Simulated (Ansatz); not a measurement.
# Y on Ir(111): change of the work function

Aim: the work function of Ir(111) at several coverages of Y (fcc site), and the dipole that each adsorbate carries.

Calculated with Ansatz 0.2.0; plane-wave DFT, PBE, Ansatz PAW.

The raw output is cut from this account; settings, times and results stay.

## (1) The system as given

The cell holds 4 atoms: 4 Ir. Cell: a = 2.715 Å, b = 2.715 Å, c = 24.651 Å, α = 90.0°, β = 90.0°, γ = 60.0°. Vacuum lies along c.

## (2) The clean slab

The bare slab comes first, as the zero from which every change is counted. The two lowest layers are held at bulk places and the upper ones relax. The dipole correction removes the false field that a one-sided slab makes across the periodic vacuum, so each face gets a flat vacuum level of its own.

input.yaml

```yaml
crystal:
  lattice:
    - [2.7152900398, 0.0, 0.0]
    - [1.3576450199, 2.3515101531, 0.0]
    - [0.0, 0.0, 24.6510751011]
  atoms:
    - { symbol: Ir, position: [0.0, 0.0, 0.3650956383] }
    - { symbol: Ir, position: [0.3333333333, 0.3333333333, 0.4550318794] }
    - { symbol: Ir, position: [0.6666666667, 0.6666666667, 0.5449681206] }
    - { symbol: Ir, position: [0.0, 0.0, 0.6349043617] }
kpoints:
  mp_grid: { grid: [12, 12, 1] }
hamiltonian:
  xc: pbe
scf:
  occupations: { method: fermi_dirac, width: 0.1 }
  convergence: { dr2_threshold: 1.0e-08 }
efield:
  axis: 3
  dipole_correction: true
  ramp_position: 0.97
  ramp_width: 0.06
relax:
  f_tol: 0.02
  max_steps: 60
  constraints: [{ sites: [0, 1] }]
output:
  write_potential: true
  write_density: true
  volumetric_format: npy
```

The run is started by

```console
$ ansatz run input.yaml --threads 4 --pin off --max-ram 16384MiB --backend cpu --events-out ev --progress --plain --runs-dir out
```

Wall time 9.3 s (4 threads of Arm Neoverse V1, shared host); peak memory 0.47 GiB; 36 s of CPU time.

The steps of the relaxation:

```csv
step,energy less that of the first step (eV),largest force component (eV/Å)
1,0.0000,0.1352
2,0.0012,0.2063
3,-0.0009,0.0028
```

Relaxation step 2 was tried and not accepted.

Forces are held to the 6 operations that the program found; a distortion that breaks them can't arise in this run.

The atoms that moved most (Å):

```csv
atom,dx,dy,dz,length
Ir4,0.000,0.000,-0.016,0.016
```

The relaxed structure:

```xyz
4
Lattice="2.7153 0.0000 0.0000 1.3576 2.3515 0.0000 0.0000 0.0000 24.6511" Properties=species:S:1:pos:R:3
Ir    0.0000    0.0000    9.0000
Ir    1.3576    0.7838   11.2170
Ir    2.7153    1.5677   13.4315
Ir    0.0000    0.0000   15.6353
```

Numbers from this step:

* energy at zero smearing: -47739.4651 eV
* work function, upper face: 5.486 eV
* dipole along the normal: 2.68e-4 e·Å

Running mean over 2.217 Å of the planar mean; the ramp of the sawtooth is left out. Electron's electrostatic potential energy less the Fermi level against z:

```csv
z (Å),electron's electrostatic potential energy less the Fermi level (eV)
3.5,5.49
4.0,5.49
4.5,5.49
5.0,5.49
5.5,5.47
6.0,5.42
6.5,5.19
7.0,4.28
7.5,0.793
8.0,-5.49
8.5,-10.8
9.0,-12.7
9.5,-13.1
10.0,-13.3
10.5,-13.4
11.0,-13.5
11.5,-13.6
12.0,-13.6
12.5,-13.6
13.0,-13.6
13.5,-13.6
14.0,-13.6
14.5,-13.5
15.0,-13.3
15.5,-12.9
16.0,-11.7
16.5,-7.22
17.0,-0.753
17.5,3.68
18.0,5.04
18.5,5.38
19.0,5.46
19.5,5.48
20.0,5.48
20.5,5.49
21.0,5.49
21.5,5.49
```

The relaxation took 3 steps and lowered the energy by 9.4e-4 eV; the largest force on the free atoms ends at 0.0028 eV/Å.

The work function of the upper face is 5.49 eV.

## (3) Adsorbate added, k-mesh 4×4×1, coverage 0.111 ML

System of this step: YIr36 (Y/Ir(111)). The cell holds 37 atoms: 36 Ir and 1 Y. Cell: a = 8.146 Å, b = 8.146 Å, c = 27.663 Å, α = 90.0°, β = 90.0°, γ = 60.0°. Vacuum lies along c.

The clean slab as it ended is repeated in the plane and the adsorbate is set on one face; the cell's size fixes the coverage, and the k-mesh shrinks with it to keep the sampling density about even. Adsorbate and upper layers relax, since the dipole depends on the height.

input.yaml

```yaml
crystal:
  lattice:
    - [8.1458701194, 0.0, 0.0]
    - [4.0729350597, 7.0545304593, 0.0]
    - [0.0, 0.0, 27.6627779655]
  atoms:
    - { symbol: Ir, position: [0.0, 0.0, 0.3253469341] }
    - { symbol: Ir, position: [0.1111111111, 0.1111111111, 0.4054916338] }
    - { symbol: Ir, position: [0.2222222222, 0.2222222222, 0.485543035] }
    - { symbol: Ir, position: [0.0, 0.0, 0.5652101499] }
    - { symbol: Ir, position: [0.0, 0.3333333333, 0.3253469341] }
    - { symbol: Ir, position: [0.1111111111, 0.4444444444, 0.4054916338] }
    - { symbol: Ir, position: [0.2222222222, 0.5555555556, 0.485543035] }
    - { symbol: Ir, position: [0.0, 0.3333333333, 0.5652101499] }
[... 24 atom lines left out ...]
    - { symbol: Ir, position: [0.6666666667, 0.6666666667, 0.3253469341] }
    - { symbol: Ir, position: [0.7777777778, 0.7777777778, 0.4054916338] }
    - { symbol: Ir, position: [0.8888888889, 0.8888888889, 0.485543035] }
    - { symbol: Ir, position: [0.6666666667, 0.6666666667, 0.5652101499] }
    - { symbol: "Y", position: [0.1111111111, 0.1111111111, 0.6746530659] }
kpoints:
  mp_grid: { grid: [4, 4, 1] }
hamiltonian:
  xc: pbe
scf:
  occupations: { method: fermi_dirac, width: 0.1 }
  convergence: { dr2_threshold: 1.0e-08 }
efield:
  axis: 3
  dipole_correction: true
  ramp_position: 0.97
  ramp_width: 0.06
relax:
  f_tol: 0.02
  max_steps: 60
  constraints:
    - { sites: [0, 1, 4, 5, 8, 9, 12, 13, 16, 17, 20, 21, 24, 25, 28, 29, 32, 33] }
output:
  write_potential: true
  write_density: true
  volumetric_format: npy
```

Wall time 19 min (4 threads); peak memory 9.9 GiB; 56 min of CPU time.

The steps of the relaxation:

```csv
step,energy less that of the first step (eV),largest force component (eV/Å)
1,0.0000,3.4527
2,-0.8714,3.7730
3,-1.6830,3.4796
4,-2.3193,2.0512
5,-2.5349,0.2927
6,-2.5296,0.3435
7,-2.5558,0.1088
8,-2.5579,0.0064
```

Relaxation step 6 was tried and not accepted.

Forces are held to the 6 operations that the program found; a distortion that breaks them can't arise in this run.

The atoms that moved most (Å):

```csv
atom,dx,dy,dz,length
Y37,0.000,0.000,-0.821,0.821
Ir8,0.000,0.041,0.062,0.074
Ir4,-0.035,-0.020,0.062,0.074
Ir16,0.035,-0.020,0.062,0.074
Ir24,0.000,-0.007,0.022,0.024
Ir32,-0.006,0.004,0.022,0.024
Ir20,0.006,0.004,0.022,0.024
Ir35,-0.009,-0.005,-0.017,0.020
```

The relaxed structure:

```cif
data_structure
_symmetry_space_group_name_H-M 'P 1'
_symmetry_Int_Tables_number 1
_cell_length_a 8.1459
_cell_length_b 8.1459
_cell_length_c 27.6628
_cell_angle_alpha 90.000
_cell_angle_beta 90.000
_cell_angle_gamma 60.000
_cell_volume 1589.65
loop_
_atom_site_label
_atom_site_type_symbol
_atom_site_fract_x
_atom_site_fract_y
_atom_site_fract_z
_atom_site_occupancy
Ir1 Ir 0.00000 0.00000 0.32535 1
Ir2 Ir 0.11111 0.11111 0.40549 1
Ir3 Ir 0.22151 0.22151 0.48599 1
Ir4 Ir 0.99712 0.99712 0.56744 1
Ir5 Ir 0.00000 0.33333 0.32535 1
Ir6 Ir 0.11111 0.44444 0.40549 1
Ir7 Ir 0.22234 0.55550 0.48608 1
Ir8 Ir 0.99712 0.33909 0.56744 1
Ir9 Ir 0.00000 0.66667 0.32535 1
Ir10 Ir 0.11111 0.77778 0.40549 1
Ir11 Ir 0.22151 0.89031 0.48599 1
Ir12 Ir 0.99930 0.66701 0.56514 1
Ir13 Ir 0.33333 0.00000 0.32535 1
Ir14 Ir 0.44444 0.11111 0.40549 1
Ir15 Ir 0.55550 0.22234 0.48608 1
Ir16 Ir 0.33909 0.99712 0.56744 1
Ir17 Ir 0.33333 0.33333 0.32535 1
Ir18 Ir 0.44444 0.44444 0.40549 1
Ir19 Ir 0.55550 0.55550 0.48608 1
Ir20 Ir 0.33384 0.33384 0.56602 1
Ir21 Ir 0.33333 0.66667 0.32535 1
Ir22 Ir 0.44444 0.77778 0.40549 1
Ir23 Ir 0.55711 0.88811 0.48494 1
Ir24 Ir 0.33384 0.66566 0.56602 1
Ir25 Ir 0.66667 0.00000 0.32535 1
Ir26 Ir 0.77778 0.11111 0.40549 1
Ir27 Ir 0.89031 0.22151 0.48599 1
Ir28 Ir 0.66701 0.99930 0.56514 1
Ir29 Ir 0.66667 0.33333 0.32535 1
Ir30 Ir 0.77778 0.44444 0.40549 1
Ir31 Ir 0.88811 0.55711 0.48494 1
Ir32 Ir 0.66566 0.33384 0.56602 1
Ir33 Ir 0.66667 0.66667 0.32535 1
Ir34 Ir 0.77778 0.77778 0.40549 1
Ir35 Ir 0.88811 0.88811 0.48494 1
Ir36 Ir 0.66701 0.66701 0.56514 1
Y37 Y 0.11111 0.11111 0.64499 1
```

Numbers from this step:

| Property | Result |
| --- | --- |
| energy at zero smearing | -433505.7404 eV |
| work function, upper face | 2.648 eV |
| work function, lower face | 5.508 eV |
| dipole along the normal | 0.9082 e·Å |
| step between the vacuum levels | -2.860 eV |

Running mean over 2.217 Å of the planar mean; the ramp of the sawtooth is left out. Electron's electrostatic potential energy less the Fermi level against z:

z (Å), electron's electrostatic potential energy less the Fermi level (eV) and a bar from the least value:
```
        4        5.5 ##############################
        5        5.5 ##############################
        6        5.4 ##############################
        7        4.3 ############################
        8       -5.5 #############
        9      -12.7 #
       10      -13.3 
       11      -13.5 
       12      -13.5 
       13      -13.5 
       14      -13.4 
       15      -13.1 #
       16      -12.0 ##
       17       -3.0 #################
       18        1.5 ########################
       19        1.9 ########################
       20        2.5 #########################
       21        2.6 #########################
       22        2.6 #########################
       23        2.6 #########################
       24        2.6 #########################
```

The relaxation took 8 steps and lowered the energy by 2.6 eV; the largest force on the free atoms ends at 0.0064 eV/Å.

The covered face has 2.65 eV, -2.84 eV against the clean one; the bare back face has moved by +0.01 eV, a measure of how thin the slab is.

## (4) The covered slab, k-mesh 6×6×1, coverage 0.25 ML

System of this step: YIr16 (Y/Ir(111)). The cell holds 17 atoms: 16 Ir and 1 Y. Cell: a = 5.431 Å, b = 5.431 Å, c = 27.663 Å, α = 90.0°, β = 90.0°, γ = 60.0°. Vacuum lies along c.

Another coverage, to see how the dipoles act on each other as their distance changes.

input.yaml

```yaml
crystal:
  lattice:
    - [5.4305800796, 0.0, 0.0]
    - [2.7152900398, 4.7030203062, 0.0]
    - [0.0, 0.0, 27.6627779655]
  atoms:
    - { symbol: Ir, position: [0.0, 0.0, 0.3253469341] }
    - { symbol: Ir, position: [0.1666666667, 0.1666666667, 0.4054916338] }
    - { symbol: Ir, position: [0.3333333333, 0.3333333333, 0.485543035] }
    - { symbol: Ir, position: [0.0, 0.0, 0.5652101499] }
    - { symbol: Ir, position: [0.0, 0.5, 0.3253469341] }
    - { symbol: Ir, position: [0.1666666667, 0.6666666667, 0.4054916338] }
    - { symbol: Ir, position: [0.3333333333, 0.8333333333, 0.485543035] }
    - { symbol: Ir, position: [0.0, 0.5, 0.5652101499] }
    - { symbol: Ir, position: [0.5, 0.0, 0.3253469341] }
    - { symbol: Ir, position: [0.6666666667, 0.1666666667, 0.4054916338] }
    - { symbol: Ir, position: [0.8333333333, 0.3333333333, 0.485543035] }
    - { symbol: Ir, position: [0.5, 0.0, 0.5652101499] }
    - { symbol: Ir, position: [0.5, 0.5, 0.3253469341] }
    - { symbol: Ir, position: [0.6666666667, 0.6666666667, 0.4054916338] }
    - { symbol: Ir, position: [0.8333333333, 0.8333333333, 0.485543035] }
    - { symbol: Ir, position: [0.5, 0.5, 0.5652101499] }
    - { symbol: "Y", position: [0.1666666667, 0.1666666667, 0.6746530659] }
kpoints:
  mp_grid: { grid: [6, 6, 1] }
hamiltonian:
  xc: pbe
scf:
  occupations: { method: fermi_dirac, width: 0.1 }
  convergence: { dr2_threshold: 1.0e-08 }
efield:
  axis: 3
  dipole_correction: true
  ramp_position: 0.97
  ramp_width: 0.06
relax:
  f_tol: 0.02
  max_steps: 60
  constraints: [{ sites: [0, 1, 4, 5, 8, 9, 12, 13] }]
output:
  dos: { projected: true, e_range: [-8, 4] }
  write_potential: true
  write_density: true
  volumetric_format: npy
  elf: true
```

It took 4.2 min on 4 threads; peak memory 2.9 GiB.

The steps of the relaxation:

```csv
step,energy less that of the first step (eV),largest force component (eV/Å)
1,0.0000,2.9216
2,-0.7458,3.1190
3,-1.4027,2.8029
4,-1.9012,1.5993
5,-2.0860,0.2870
6,-2.1027,0.1342
7,-2.1093,0.0692
8,-2.1097,0.0135
```

The run keeps the 6 symmetry operations that the program found, so distortions that break them were not tested.

The atoms that moved most (Å):

```csv
atom,dx,dy,dz,length
Y17,0.000,0.000,-0.829,0.829
Ir16,0.000,0.000,0.109,0.109
Ir15,0.000,0.000,-0.063,0.063
Ir4,-0.034,-0.020,0.044,0.059
Ir12,0.034,-0.020,0.044,0.059
Ir8,0.000,0.040,0.044,0.059
Ir3,0.002,0.001,0.033,0.033
Ir11,-0.002,0.001,0.033,0.033
```

The relaxed structure:

```xyz
17
Lattice="5.4306 0.0000 0.0000 2.7153 4.7030 0.0000 0.0000 0.0000 27.6628" Properties=species:S:1:pos:R:3
Ir    0.0000    0.0000    9.0000
Ir    1.3576    0.7838   11.2170
Ir    2.7178    1.5691   13.4642
Ir   -0.0345   -0.0199   15.6792
Ir    1.3576    2.3515    9.0000
Ir    2.7153    3.1353   11.2170
Ir    4.0729    3.9163   13.4642
Ir    1.3576    2.3913   15.6792
Ir    2.7153    0.0000    9.0000
Ir    4.0729    0.7838   11.2170
Ir    5.4281    1.5691   13.4642
Ir    2.7498   -0.0199   15.6792
Ir    4.0729    2.3515    9.0000
Ir    5.4306    3.1353   11.2170
Ir    6.7882    3.9192   13.3689
Ir    4.0729    2.3515   15.7445
Y     1.3576    0.7838   17.8341
```

This step gave:

| Item | Value |
| --- | --- |
| energy at zero smearing | -194808.1065 eV |
| work function, upper face | 2.187 eV |
| work function, lower face | 5.503 eV |
| dipole along the normal | 0.4680 e·Å |
| step between the vacuum levels | -3.316 eV |

Running mean over 2.217 Å of the planar mean; the ramp of the sawtooth is left out. Electron's electrostatic potential energy less the Fermi level against z:

```csv
z (Å),electron's electrostatic potential energy less the Fermi level (eV)
4,5.50
5,5.50
6,5.42
7,4.26
8,-5.50
9,-12.7
10,-13.3
11,-13.5
12,-13.5
13,-13.4
14,-13.1
15,-12.9
16,-12.5
17,-5.56
18,-1.92
19,-0.372
20,1.61
21,2.05
22,2.16
23,2.18
24,2.19
```

The density of states has structure finer than the step of the table below, so its rows give means over 0.25 eV. Peaks (eV: height): -3.970: 40.3, -3.880: 37.4, -3.520: 39.2, -3.400: 41.9, -2.800: 45.4, -2.170: 36.1, -1.350: 45.1.

Density of states against energy, zero at the Fermi level; means over each step:

```csv
energy (eV),density of states (states/eV a cell)
-7.75,3.50
-7.50,10.1
-7.25,10.4
-7.00,13.6
-6.75,13.8
-6.50,19.2
-6.25,21.9
-6.00,17.4
-5.75,12.3
-5.50,14.1
-5.25,17.3
-5.00,11.2
-4.75,20.2
-4.50,15.3
-4.25,15.9
-4.00,25.2
-3.75,22.9
-3.50,34.0
-3.25,27.8
-3.00,26.2
-2.75,22.1
-2.50,17.1
-2.25,17.2
-2.00,23.3
-1.75,14.5
-1.50,14.1
-1.25,24.3
-1.00,22.3
-0.75,21.1
-0.50,17.1
-0.25,17.0
0.00,18.6
0.25,22.1
0.50,23.2
0.75,21.4
1.00,18.8
1.25,14.2
1.50,11.8
1.75,7.39
```

Projected DOS per atom over height of the atomic layer and energy from the Fermi level. Layers: Ir4 Ir4 Ir4 Ir4 Y from below.

Ten even steps from '0' (0.03 states/eV) to '9' (2.87 states/eV), each cell a mean:
```
10019
22226
35423
44434
43333
43242
53342
42342
53331
42243
52351
75561
55561
34440
23430
33330
23330
34320
35430
14410
13310
01100
```
Columns: height of the atomic layer (Å) from 9 to 17.8; rows upwards: energy from the Fermi level (eV) from -7.96 to 1.95.

ELF in the ca plane at fractional y = 0.167, with atoms of Ir and Y within 0.2 Å of it. It is the smooth field of the valence electrons, not physical close to the nuclei.

Ten even steps from '0' (0.00) to '9' (0.83), each cell a mean:
```
55433333333355434344444212211112221000000000
55333333333355434345434320000112110000000000
33333466433333333333333331101111100000000000
33333777743333322233333322111110000000000000
43333755743333321234433221111000000000000000
33333677743333322233333322111110000000000000
43333355433333333334333431001111100000000000
55433333333355434345434310000112110000000000
55333333333355434344444223311112221000000000
33333466433333333333342489962112221100000000
33333777743333322233432898994112222100000000
43333755743333321234433885894112222100000000
33333677743333322233432799984112222100000000
43333355433333333333343479852112221100000000
```
Columns run along c (16.0 Å, from fractional 0.32 to 0.90 of the cell), rows up along a (5.4 Å). Atoms in or near the plane, at fractional coordinates: Ir at (0.41, 0.17), Ir at (0.41, 0.67), Y at (0.64, 0.17).

Valence density in the ca plane at fractional y = 0.167, with atoms of Ir and Y within 0.2 Å of it. It is the smooth field of the valence electrons, not physical close to the nuclei.

Ten steps, logarithmic in the rise over the least value, from '0' (0.0 e/Å³) to '9' (8.8 e/Å³), each cell a mean:
```
66533344333466543466543222210000000000000000
66533344333466543456542211000000000000000000
54434577643445433345432110000000000000000000
33335899853333322333322100000000000000000000
33335899963333322233321100000000000000000000
33335799853333322334322100000000000000000000
55433566543455433455432110000000000000000000
66533344333466543466542211000000000000000000
66533344333466543456543233210000000000000000
54434577643445433344433456531000000000000000
33335899853333322233334678752100000000000000
33335899963333322233334687763100000000000000
33335799853333322233333677752100000000000000
55433566543455433345433455531000000000000000
```
Columns run along c (16.0 Å, from fractional 0.32 to 0.90 of the cell), rows up along a (5.4 Å). Atoms in or near the plane, at fractional coordinates: Ir at (0.41, 0.17), Ir at (0.41, 0.67), Y at (0.64, 0.17).

Electrostatic potential energy in the ca plane at fractional y = 0.167, with atoms of Ir and Y within 0.2 Å of it. With pseudopotentials it is smooth inside the atoms' cores, unlike the true potential.

Values in eV, 8 rows by 16 columns, each cell a mean:
```
-20   4   1   5 -17  -7  -8 -11   5   2   6   9   9   9  10  10
 -4   0 -31  -4  -3   2   1   0   9   9   9   9   9   9  10  10
  6 -10 -52 -18   6   8   7   7  10  10   9   9   9   9  10  10
 -4  -1 -34  -5  -2   3   1   0   9   9   9   9   9   9  10  10
-20   4   1   5 -17  -7  -8 -11   5   3   6   9   9   9  10  10
 -4   0 -31  -4  -3   2   2   0 -11 -27   2   8   9   9  10  10
  6 -10 -52 -18   6   8   8   6 -29 -48  -3   8   9   9  10  10
 -4  -1 -34  -5  -1   3   2   0 -13 -29   1   8   9   9  10  10
```
Columns run along c (16.0 Å, from fractional 0.32 to 0.90 of the cell; values clipped at the 3rd and 97th percentile), rows up along a (5.4 Å). Atoms in or near the plane, at fractional coordinates: Ir at (0.41, 0.17), Ir at (0.41, 0.67), Y at (0.64, 0.17).

The relaxation took 8 steps and lowered the energy by 2.1 eV; the largest force on the free atoms ends at 0.014 eV/Å.

By hand: a sheet of dipoles makes a step −p/(ε₀A) in the electron's potential. With e/ε₀ = 180.95 V·Å, p = 0.4680 e·Å and A = 25.54 Å², that is −180.95 × (0.4680) / 25.54 = -3.316 eV, and the two vacuum levels of the run differ by -3.316 eV.

The covered face has 2.19 eV, -3.30 eV against the clean one; the bare back face has moved by +0.01 eV, a measure of how thin the slab is.

## (5) Work function against coverage

This step: plane-wave DFT, PBE, Ansatz PAW; work function against coverage (Ansatz 0.2.0).

The runs are now put side by side.

This step gave:

```
work function of the clean face     : 5.486 eV
largest change of the work function : -3.300 eV
```

The work function of the covered face by coverage:

```csv
coverage (adsorbates/nm²),work function of the covered face (eV)
0.00,5.49
1.74,2.65
3.92,2.19
```

The dipole per adsorbate comes from the change of the cell's dipole. Coverage, by row:

```csv
coverage (1/nm²),coverage (ML),work function (eV),change (eV),"dipole per adsorbate, positive end outwards (debye)",mean height of the added atoms over the highest substrate atom (Å)
1.74,0.1111,2.648,-2.839,4.351,2.145
3.915,0.25,2.187,-3.3,2.243,2.09
```

## (6) Outcome

| Quantity | Value |
| --- | --- |
| work function of the clean face | 5.49 eV |
| work function at 0.11 ML | 2.65 eV |
| work function at 0.25 ML | 2.19 eV |
| dipole per adsorbate at 0.11 ML, positive end outwards | 4.35 D |

Y lowers the work function of Ir(111) at the lowest coverage, by 2.84 eV: the adsorbate layer has its positive end outwards. The slab has 4 layers, at the tabulated experimental lattice constant, one starting site was run, and quantum-size effects of a slab this thin can reach one or two tenths of an eV. The main runs have no spin polarisation; a magnetic state could lie lower and would change these results.

[Long decimals in the printed logs are rounded to 6 places.]

[Logs are printed without paths, hosts, clocks, repeated set-up lines and the standing remarks that a program may print on its own settings, such as how far it seeks lower states.]

[Hosts, paths, dates, database ids (printed as entryN), source tags and the programs' standing remarks are cut or masked in the printed files.]

[Maps of the electrostatic potential energy from Ansatz leave out the sawtooth potential of an applied field or a dipole correction, so their vacuum need not be flat; planar profiles and work functions include it.]

[The density of states shown here was stored with 400 of the rows of the run's finer table, so its peaks can read low, often by over a quarter, or be missed, and its means over a window can be off by a tenth or more.]
